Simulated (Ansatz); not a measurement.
Rows from a G0W0 calculation on BaTiO3 (Pm-3m) (Ansatz 0.2.0; G0W0 on PBE+U, plane waves, PAW; PAW set soft_1; 4×4×4 mesh, 268 empty bands, screening to 150 eV, PAW set soft_1 files), in eV. Spin-orbit coupling is left out.

```tsv
row	Σx	Σc	Vxc	Z
A	-12.54	-6.58	-19.80	0.73
B	-26.06	4.44	-21.25	0.72
C	-14.56	-7.84	-23.30	0.66
D	-25.91	4.78	-20.77	0.71
```

Question: Which rows are filled states and which are empty ones, and how can one tell?

Filled: B and D. Empty: A and C. The sign of Σc tells: for a filled state bare exchange, which holds its interaction with itself, lies below Vxc (Σx − Vxc is -4.8 eV or lower here) and screening gives part back as a positive Σc. For an empty state Σx lies above Vxc (+7.3 eV or more) and the Coulomb hole leaves Σc negative.

[Paths, hosts, dates, memory and timing lines, banners, echoed tables and standing remarks are left out of the program output.]

[Logs are printed without paths, hosts, clocks, repeated set-up lines and the standing remarks that a program may print on its own settings, such as how far it seeks lower states.]

[Runs of the session that timed out or met a known fault of the program may be left out.]

[Cells called generated may have been cut or substituted from an entry of the Crystallography Open Database or the Materials Project.]

[Hosts, paths, dates, database ids (printed as entryN), source tags and the programs' standing remarks are cut or masked in the printed files.]
